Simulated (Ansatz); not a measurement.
Planning a run of Ansatz 0.2.0 on Bi3B4As (ordered alloy, started on the zincblende lattice) (P-43m). The input:

```yaml
crystal:
  lattice:
    - [5.3370422133, 0.0, 0.0]
    - [0.0, 5.3370422133, 0.0]
    - [0.0, 0.0, 5.3370422133]
  atoms:
    - { symbol: As, position: [0.0, 0.0, 0.0] }
    - { symbol: B, position: [0.7670308194, 0.7670308194, 0.7670308194] }
    - { symbol: Bi, position: [0.5, 0.5, 0.0] }
    - { symbol: B, position: [0.2329691806, 0.2329691806, 0.7670308194] }
    - { symbol: Bi, position: [0.5, 0.0, 0.5] }
    - { symbol: B, position: [0.2329691806, 0.7670308194, 0.2329691806] }
    - { symbol: Bi, position: [0.0, 0.5, 0.5] }
    - { symbol: B, position: [0.7670308194, 0.2329691806, 0.2329691806] }
kpoints:
  mp_grid: { grid: [4, 4, 4] }
  band_path:
    path: [[0.0, 0.0, 0.0], [0.0, 0.5, 0.0], [0.5, 0.5, 0.0], [0.5, 0.5, 0.5]]
    npoints: 1
hamiltonian:
  xc: hse06
scf:
  occupations: { method: fixed }
  n_extra_bands: 6
output:
  eigenvalues: true
```

```sh
ansatz run input.yaml --threads 8 --pin off --max-ram 13824MiB --backend cpu --events-out ev --progress --plain --runs-dir out
```

Estimate wall time and host memory on 8 threads of Arm Neoverse V2, shared host.

It took 34 s; on shared hardware allow 17 s to 69 s. Peak host memory was 3.2 GiB. The sizes that set the cost: 2945 plane waves a state, 10 irreducible k points and 16 SCF cycles.

Exact exchange couples every pair of k points and filled bands, so it costs far more than a semilocal run.

[Paths, hosts, dates, memory and timing lines, banners, echoed tables and standing remarks are left out of the program output.]

[Logs are printed without paths, hosts, clocks, repeated set-up lines and the standing remarks that a program may print on its own settings, such as how far it seeks lower states.]

[Runs of the session that timed out or met a known fault of the program may be left out.]

[Cells called generated may have been cut or substituted from an entry of the Crystallography Open Database or the Materials Project.]

[Hosts, paths, dates, database ids (printed as entryN), source tags and the programs' standing remarks are cut or masked in the printed files.]
